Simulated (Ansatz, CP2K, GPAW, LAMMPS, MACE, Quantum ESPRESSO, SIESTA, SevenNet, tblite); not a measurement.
# CP2K on 47In2O3-53ZnO (mol %) with crystalline order left by the classical run (65 atoms): settings against a plane-wave reference

How do the settings of CP2K change the result for 47In2O3-53ZnO (mol %) with crystalline order left by the classical run (65 atoms)? A plane-wave run serves as the yardstick.

Calculated with CP2K 2026.2; the method is named at each step.

## 1. The starting structure

The cell holds 65 atoms: 18 In, 10 Zn and 37 O. Cell: a = 9.441 Å, b = 9.441 Å, c = 9.441 Å, α = 90.0°, β = 90.0°, γ = 90.0°. 65 atoms (18 Sc, 10 Zn, 37 O) placed at random at 4.13 g/cm³, melted at 5000 K for 10 ps at fixed volume with the Morse and Coulomb pair potential with partial charges (Pedone, Malavasi, Menziani, Cormack and Segre, J. Phys. Chem. B 110, 11780 (2006)). Quenched from 5000 K to 300 K at 1000 K/ps and fixed volume, held 10 ps at zero pressure, then minimised at fixed cell. Then Sc was replaced by In and the cell scaled by 1.027 (the potential has no terms for the new elements, so the cell is a start for a DFT relaxation).

The yardstick, on the same geometry:

```
method                                           : Kohn-Sham DFT, PBE, PAW, plane waves (Ansatz 0.2.0); cutoff 420 eV, Γ point, fermi-dirac smearing of 0.05 eV; PAW set soft_2
r.m.s. force component                           : 0.2783 eV/Å
longest force                                    : 1.061 eV/Å
pressure                                         : 1.416 GPa
spacing of highest filled and lowest empty level : 0.2554 eV
SCF cycles                                       : 12
time                                             : 6.3 s on 8 threads of Arm Neoverse V2, shared host
CPU time                                         : 44 s
```

## 2. PBE, DZVP-MOLOPT-SR, 800/50 Ry, diagonalisation

Method: Kohn-Sham DFT, PBE, GTH-PBE pseudopotentials, Gaussian and plane waves, DZVP-MOLOPT-SR-GTH, diagonalisation.

Input file input.inp:

```
&GLOBAL
  PROJECT cell
  RUN_TYPE ENERGY_FORCE
  PRINT_LEVEL LOW
&END GLOBAL
&FORCE_EVAL
  METHOD QS
  STRESS_TENSOR ANALYTICAL
  &DFT
    BASIS_SET_FILE_NAME BASIS_MOLOPT
    POTENTIAL_FILE_NAME GTH_POTENTIALS
    &MGRID
      CUTOFF 800
      REL_CUTOFF 50
      NGRIDS 5
    &END MGRID
    &QS
      EPS_DEFAULT 1.0E-12
    &END QS
    &SCF
      SCF_GUESS ATOMIC
      EPS_SCF 1.0E-06
      MAX_SCF 200
      ADDED_MOS 14
      &DIAGONALIZATION
        ALGORITHM STANDARD
      &END DIAGONALIZATION
      &SMEAR ON
        METHOD FERMI_DIRAC
        ELECTRONIC_TEMPERATURE [K] 580
      &END SMEAR
      &MIXING
        METHOD BROYDEN_MIXING
        ALPHA 0.3
        NBROYDEN 8
      &END MIXING
      &PRINT
        &RESTART OFF
        &END RESTART
      &END PRINT
    &END SCF
    &XC
      &XC_FUNCTIONAL PBE
      &END XC_FUNCTIONAL
    &END XC
    &PRINT
      &MULLIKEN ON
      &END MULLIKEN
      &LOWDIN ON
      &END LOWDIN
      &HIRSHFELD ON
      &END HIRSHFELD
      &MO ON
        EIGENVALUES T
        OCCUPATION_NUMBERS T
        MO_INDEX_RANGE 277 300
        &EACH
          QS_SCF 0
        &END EACH
        ADD_LAST NUMERIC
      &END MO
    &END PRINT
  &END DFT
  &SUBSYS
    &CELL
      A 9.44060 0.00000 0.00000
      B 0.00000 9.44060 0.00000
      C 0.00000 0.00000 9.44060
    &END CELL
    &TOPOLOGY
      COORD_FILE_NAME structure.xyz
      COORD_FILE_FORMAT XYZ
    &END TOPOLOGY
    &KIND In
      BASIS_SET DZVP-MOLOPT-SR-GTH-q13
      POTENTIAL GTH-PBE-q13
    &END KIND
    &KIND Zn
      BASIS_SET DZVP-MOLOPT-SR-GTH-q12
      POTENTIAL GTH-PBE-q12
    &END KIND
    &KIND O
      BASIS_SET DZVP-MOLOPT-SR-GTH-q6
      POTENTIAL GTH-PBE-q6
    &END KIND
  &END SUBSYS
  &PRINT
    &FORCES ON
    &END FORCES
    &STRESS_TENSOR ON
    &END STRESS_TENSOR
  &END PRINT
&END FORCE_EVAL
```

Input file structure.xyz:

```xyz
65

In 0.56209 6.36315 7.68172
In 2.40367 1.62463 3.02977
In 3.34849 7.43768 7.29570
In 6.94809 7.82418 6.28385
In 7.14370 1.57309 6.25147
In 3.31913 0.81208 8.87086
In 0.24980 6.39667 1.52541
In 0.22006 3.04214 7.93407
In 7.45619 4.65280 3.29345
In 7.08272 1.50030 9.39170
In 7.08687 7.84891 2.97284
In 0.86589 8.20888 4.77845
In 1.38616 4.78468 4.88457
In 7.62744 1.49105 3.12182
In 3.89481 4.04511 8.15498
In 3.74556 5.25964 2.05182
In 4.44841 3.29647 4.77137
In 7.12756 4.77581 0.04059
Zn 7.11425 4.72757 6.46209
Zn 0.40963 0.00349 1.28977
Zn 6.39846 7.97655 9.13671
Zn 0.63007 3.38889 1.64616
Zn 4.52025 0.11187 4.72738
Zn 4.86210 6.33578 4.54697
Zn 3.60272 8.15479 1.50776
Zn 1.94439 1.36266 6.16056
Zn 4.99766 2.91016 1.67778
Zn 0.04126 9.31098 7.86685
O 1.82591 6.70972 5.84864
O 4.39535 8.28356 9.03041
O 2.68453 3.38559 1.77125
O 2.57294 5.69306 8.17952
O 5.00644 1.62426 6.03623
O 2.29671 6.67082 1.68080
O 9.27954 7.99477 2.97181
O 3.26126 5.24926 4.10997
O 2.43162 0.08043 4.51081
O 4.86484 7.84514 5.91708
O 5.02391 4.53621 6.41215
O 4.57444 1.65277 3.24700
O 4.99228 7.51585 2.82925
O 7.01786 6.32803 7.94455
O 9.02191 7.90244 6.41791
O 9.25075 1.40146 9.28889
O 9.32778 1.46528 6.46889
O 7.12652 0.04069 1.54580
O 5.39464 4.35372 3.12720
O 7.26643 3.02146 1.57205
O 7.37018 3.15543 7.93615
O 7.04042 0.00991 7.80417
O 2.15142 9.19439 7.47450
O 0.25801 1.64465 2.72909
O 2.36789 2.58229 7.93907
O 2.32324 2.85918 4.86880
O 9.38094 4.63647 0.06712
O 4.99719 1.92494 9.37055
[... 5 atom lines left out ...]
O 9.42719 4.65459 6.52374
O 5.00654 4.74815 0.36186
O 7.34309 2.98823 4.64799
O 7.03221 6.29225 4.68433
```

Launch:

```console
$ OMP_NUM_THREADS=1 mpirun -np 4 cp2k.psmp -i input.inp > output.txt
```

Numbers of over 12 decimals in the logs are rounded to 6 here.

What it wrote:

```text
CP2K| version string:                                       CP2K version 2026.2
 CP2K| Input file name                                                 input.inp
 GLOBAL| Basis set file name                                        BASIS_MOLOPT
 GLOBAL| Potential file name                                      GTH_POTENTIALS
 GLOBAL| Run type                                                   ENERGY_FORCE
 GLOBAL| Total number of message passing processes                             4
 GLOBAL| Number of threads for this process                                    1
 TOTAL NUMBERS AND MAXIMUM NUMBERS
  Total number of            - Atomic kinds:                                   3
                             - Atoms:                                         65
                             - Shell sets:                                    65
                             - Shells:                                       381
                             - Primitive Cartesian functions:                353
                             - Cartesian basis functions:                   1358
                             - Spherical basis functions:                   1181
  Maximum angular momentum of- Orbital basis functions:                        3
                             - Local part of the GTH pseudopotential:          2
                             - Non-local part of the GTH pseudopotential:      4
 SCF PARAMETERS         Density guess:                                    ATOMIC
                        max_scf:                                             200
                        eps_scf:                                        1.00E-06
                        added MOs                                        14    0
                        Mixing method:                            BROYDEN_MIXING
                                                charge density mixing in g-space
                        Smear method:                                FERMI_DIRAC
                        Electronic temperature [K]:                        580.0
                        Electronic temperature [a.u.]:                  1.84E-03
                        Accuracy threshold:                             1.00E-10
 Extrapolation method: initial_guess
 Number of electrons:                                                        576
 Number of occupied orbitals:                                                288
 Number of molecular orbitals:                                               302
 Number of orbital functions:                                               1181
 Number of independent orbital functions:                                   1181
 SCF WAVEFUNCTION OPTIMIZATION
  Step     Update method      Time    Convergence         Total energy    Change
     1 NoMix/Diag. 0.30E+00    3.7     1.85379465     -2214.6723112836 -2.21E+03
     2 Broy./Diag. 0.30E+00    5.1     0.33243237     -2154.8095696819  5.99E+01
     3 Broy./Diag. 0.30E+00    5.1     0.09412798     -2207.8185481281 -5.30E+01
     4 Broy./Diag. 0.30E+00    5.1     0.05209092     -2213.5119214141 -5.69E+00
[...]
17 Broy./Diag. 0.30E+00    5.2     0.00000247     -2212.6440871297 -3.90E-06
    18 Broy./Diag. 0.30E+00    5.2     0.00000087     -2212.6440896692 -2.54E-06
  *** SCF run converged in    18 steps ***
  Electronic density on regular grids:       -575.9999999998        0.0000000002
  Core density on regular grids:              575.9999999996       -0.0000000004
  Total charge density on r-space grids:       -0.0000000003
  Total charge density g-space grids:          -0.0000000003
  Overlap energy of the core charge distribution:               1.24005e-08
  Self energy of the core charge distribution:              -3952.090257
  Core Hamiltonian energy:                                   1205.329539
  Hartree energy:                                             890.010947
  Exchange-correlation energy:                               -355.891171
  Electronic entropic energy:                                  -0.00314625
  Fermi energy:                                                 0.194372
  Total energy:                                             -2212.644090
  Total energy (extrapolated to T->0):                      -2212.642517
 MO| EIGENVALUES AND OCCUPATION NUMBERS
 MO|
 MO|  Index      Eigenvalue [a.u.]        Eigenvalue [eV]             Occupation
 MO|    277               0.168587               4.587492               1.999998
 MO|    278               0.170170               4.630555               1.999996
 MO|    279               0.172960               4.706482               1.999983
[...]
MO|    299               0.348045               9.470774               0.000000
 MO|    300               0.355646               9.677631               0.000000
 MO| Sum:                                                             576.000000
 MO| E(Fermi):            0.194372 a.u.          5.289133 eV
 !-----------------------------------------------------------------------------!
                     Mulliken Population Analysis
 #  Atom  Element  Kind  Atomic population                           Net charge
       1     In       1         11.998958                              1.001042
       2     In       1         11.977703                              1.022297
       3     In       1         12.080212                              0.919788
[...]
# Total charge                            576.000000                 -0.000000
 !-----------------------------------------------------------------------------!
 !-----------------------------------------------------------------------------!
                           Hirshfeld Charges
  #Atom  Element  Kind  Ref Charge     Population                    Net charge
      1       In     1      13.000         13.657                        -0.657
      2       In     1      13.000         13.789                        -0.789
      3       In     1      13.000         13.649                        -0.649
[...]
64       O      3       6.000          5.575                         0.425
     65       O      3       6.000          5.538                         0.462
  Total Charge                                                           -0.000
 !-----------------------------------------------------------------------------!
 LOWDIN POPULATION ANALYSIS
 #  Atom  Element  Kind  Atomic population                           Net charge
[...]
64     O        3          6.183028                             -0.183028
      65     O        3          6.097882                             -0.097882
 # Total charge                            576.000000                 -0.000000
 ENERGY| Total FORCE_EVAL ( QS ) energy [hartree]          -2212.644082
 FORCES| Atomic forces [hartree/bohr]
 FORCES|   Atom     x               y               z               |f|
 FORCES|      1 -1.02453281E-02 -7.54392377E-03  9.81236488E-03   1.60673594E-02
 FORCES|      2  3.11993667E-03  5.42160806E-03 -3.19458567E-03   7.02376084E-03
 FORCES|      3  1.06992831E-02 -7.89156287E-03  5.65646713E-03   1.44480810E-02
[...]
FORCES|     64 -1.46729746E-04  5.24016301E-03  2.10860102E-03   5.65040142E-03
 FORCES|     65 -9.08049997E-03 -3.25179265E-03  7.42255643E-03   1.21706195E-02
 FORCES| Sum     4.80297040E-03  7.84220442E-04  1.14507351E-03
 FORCES| Total atomic force                                       4.99947194E-03
 STRESS| Analytical stress tensor [bar]
 STRESS|                        x                   y                   z
 STRESS|      x        1.22478958024E+04  -3.85758945724E+03  -6.88277911031E+03
 STRESS|      y       -3.85758945724E+03   5.31825377610E+04   3.06768013764E+03
 STRESS|      z       -6.88277911031E+03   3.06768013764E+03   4.51126112144E+04
 STRESS| 1/3 Trace                                             3.68476815926E+04
```

Run time: 1.9 min. Hardware: 4 MPI ranks of Arm Neoverse V2, shared host; peak memory 5.7 GiB.

Banners, paths, timers and routine set-up lines are dropped from the logs unmarked, and long logs keep their key lines alone; longer cuts are marked.

Against the reference:

```
r.m.s. force component                  : 0.3041 eV/Å
r.m.s. difference of force components   : 51.93 meV/Å
longest difference of force vectors     : 164.3 meV/Å
force difference over r.m.s. force      : 18.66 %
slope of forces against the reference's : 1.079
correlation of force components         : 0.988
pressure                                : 3.685 GPa
pressure difference                     : 2.269 GPa
```

Length of the force difference by element (eV/Å):

| element | atoms | mean | most |
| --- | --- | --- | --- |
| In | 18 | 0.074 | 0.15 |
| O | 37 | 0.087 | 0.16 |
| Zn | 10 | 0.08 | 0.12 |

Local excerpt of 9 atoms (numbers count through the whole input) about O50, which has 5 bonded neighbours where the commonest count for O is 4; x, y, z are measured from there.

| atom | x | y | z | distance (Å) | bonds | Mulliken charge (e) | Fx | Fy | Fz (eV/Å) |
| --- | --- | --- | --- | --- | --- | --- | --- | --- | --- |
| O50 | 0.00 | 0.00 | 0.00 | 0.00 | 5 | -0.63 | 0.17 | -0.63 | 0.21 |
| Zn21 | -0.64 | -1.47 | 1.33 | 2.09 | 4 | 0.63 | -0.41 | 0.05 | -0.09 |
| In10 | 0.04 | 1.49 | 1.59 | 2.18 | 6 | 0.93 | 0.00 | -0.14 | 0.26 |
| In5 | 0.10 | 1.56 | -1.55 | 2.21 | 6 | 0.89 | -0.34 | 0.23 | -0.32 |
| In4 | -0.09 | -1.63 | -1.52 | 2.23 | 6 | 0.98 | 0.20 | -0.06 | -0.10 |
| Zn28 | 2.44 | -0.14 | 0.06 | 2.45 | 6 | 0.55 | -0.21 | 0.37 | 0.08 |
| O43 | 1.98 | -1.55 | -1.39 | 2.87 | 4 | -0.59 | -0.05 | 0.34 | 0.24 |
| O44 | 2.21 | 1.39 | 1.48 | 3.00 | 4 | -0.60 | 0.14 | -0.64 | 0.30 |
| O45 | 2.29 | 1.46 | -1.34 | 3.02 | 4 | -0.60 | 0.22 | -0.31 | -0.03 |

Forces lie 19 % from the reference's, at 11 times its CPU time (on 4 against 8 cores).

## 3. PBE, SZV-MOLOPT-SR, 800/50 Ry, diagonalisation

Method: Kohn-Sham DFT, PBE, GTH-PBE pseudopotentials, Gaussian and plane waves, SZV-MOLOPT-SR-GTH, diagonalisation.

input.inp, as its differences from that of step 2:

```diff
@@ -50,4 +50,2 @@
       &END LOWDIN
-      &HIRSHFELD ON
-      &END HIRSHFELD
       &MO ON
@@ -69,8 +67,31 @@
     &END CELL
-    &TOPOLOGY
-      COORD_FILE_NAME structure.xyz
-      COORD_FILE_FORMAT XYZ
-    &END TOPOLOGY
+    &COORD
+      In 0.56209 6.36315 7.68172
+      In 2.40367 1.62463 3.02977
+      In 3.34849 7.43768 7.29570
+      In 6.94809 7.82418 6.28385
+      In 7.14370 1.57309 6.25147
+      In 3.31913 0.81208 8.87086
+      In 0.24980 6.39667 1.52541
+      In 0.22006 3.04214 7.93407
+      In 7.45619 4.65280 3.29345
+      In 7.08272 1.50030 9.39170
+      In 7.08687 7.84891 2.97284
+      In 0.86589 8.20888 4.77845
+      In 1.38616 4.78468 4.88457
+      In 7.62744 1.49105 3.12182
+      In 3.89481 4.04511 8.15498
+      In 3.74556 5.25964 2.05182
+      In 4.44841 3.29647 4.77137
+      In 7.12756 4.77581 0.04059
+      Zn 7.11425 4.72757 6.46209
+      Zn 0.40963 0.00349 1.28977
+[... 41 atom lines left out ...]
+      O 9.42719 4.65459 6.52374
+      O 5.00654 4.74815 0.36186
+      O 7.34309 2.98823 4.64799
+      O 7.03221 6.29225 4.68433
+    &END COORD
     &KIND In
-      BASIS_SET DZVP-MOLOPT-SR-GTH-q13
+      BASIS_SET SZV-MOLOPT-SR-GTH-q13
       POTENTIAL GTH-PBE-q13
@@ -78,3 +99,3 @@
     &KIND Zn
-      BASIS_SET DZVP-MOLOPT-SR-GTH-q12
+      BASIS_SET SZV-MOLOPT-SR-GTH-q12
       POTENTIAL GTH-PBE-q12
@@ -82,3 +103,3 @@
     &KIND O
-      BASIS_SET DZVP-MOLOPT-SR-GTH-q6
+      BASIS_SET SZV-MOLOPT-SR-GTH-q6
       POTENTIAL GTH-PBE-q6
```

Launch:

```console
$ OMP_NUM_THREADS=2 cp2k.psmp -i input.inp > output.txt
```

What it wrote:

```text
CP2K| version string:                                       CP2K version 2026.2
 CP2K| Input file name                                                 input.inp
 GLOBAL| Basis set file name                                        BASIS_MOLOPT
 GLOBAL| Potential file name                                      GTH_POTENTIALS
 GLOBAL| Run type                                                   ENERGY_FORCE
 GLOBAL| Total number of message passing processes                             1
 GLOBAL| Number of threads for this process                                    2
[... lines left out ...]
                        Smear method:                                FERMI_DIRAC
[... lines left out ...]
 Number of electrons:                                                        576
[... lines left out ...]
  Step     Update method      Time    Convergence         Total energy    Change
[... lines left out ...]
  *** SCF run converged in    28 steps ***
[... lines left out ...]
  Fermi energy:                                                 0.223094
  Total energy:                                             -2211.039101
  Total energy (extrapolated to T->0):                      -2211.034841
[... lines left out ...]
 MO| E(Fermi):            0.223094 a.u.          6.070690 eV
[... lines left out ...]
      64     O        3          6.535963                             -0.535963
      65     O        3          6.500412                             -0.500412
 # Total charge                            576.000000                 -0.000000
 ENERGY| Total FORCE_EVAL ( QS ) energy [hartree]          -2211.039102
 FORCES| Atomic forces [hartree/bohr]
 FORCES|   Atom     x               y               z               |f|
 FORCES|      1 -1.88268074E-02 -1.30302241E-02  1.56268036E-02   2.77206134E-02
 FORCES|      2 -3.67916379E-03 -2.32925998E-05 -4.10017686E-03   5.50892358E-03
 FORCES|      3  1.75299368E-02 -7.19501563E-03  1.65976159E-03   1.90216125E-02
[...]
FORCES|     64 -3.17440274E-03  7.78729799E-03  5.48787866E-03   1.00416958E-02
 FORCES|     65 -1.48339765E-02 -5.10470633E-03  8.32025241E-03   1.77575754E-02
 FORCES| Sum     5.08859348E-03  7.05616302E-04  1.09600464E-03
 FORCES| Total atomic force                                       5.25289483E-03
 STRESS| Analytical stress tensor [bar]
 STRESS|                        x                   y                   z
 STRESS|      x        1.00023303312E+05  -2.04107845996E+02  -6.17575246376E+03
 STRESS|      y       -2.04107845996E+02   1.51023397657E+05   3.21684948763E+03
 STRESS|      z       -6.17575246376E+03   3.21684948763E+03   1.34847545376E+05
 STRESS| 1/3 Trace                                             1.28631415448E+05
```

Wall time 2.7 min (2 threads); peak memory 3 GiB; 4.9 min of CPU time.

Against the reference:

```yaml
r_m_s_force_component: 0.4545 eV/Å
r_m_s_difference_of_force_components: 253.4 meV/Å
longest_difference_of_force_vectors: 795.2 meV/Å
force_difference_over_r_m_s_force: 91.06 %
slope_of_forces_against_the_reference_s: 1.419
correlation_of_force_components: 0.8688
pressure: 12.86 GPa
pressure_difference: 11.45 GPa
```

This is a coarse setting, run to see what it loses.

Against the first run (19 %), the force difference from the reference is 91 %, at 0.63 times the CPU time (on 2 against 4 cores) (28 SCF steps against 18), with 400 basis functions against 1181: the smaller basis costs accuracy.

(Part 1 of 2 ends here.)

[Also dropped from logs without a mark: logging warnings of Python, and SIESTA's first energy breakdown and zero terms.]

[Logs are printed without paths, hosts, clocks, repeated set-up lines and the standing remarks that a program may print on its own settings, such as how far it seeks lower states.]

[Hosts, paths, dates, database ids (printed as entryN), source tags and the programs' standing remarks are cut or masked in the printed files.]
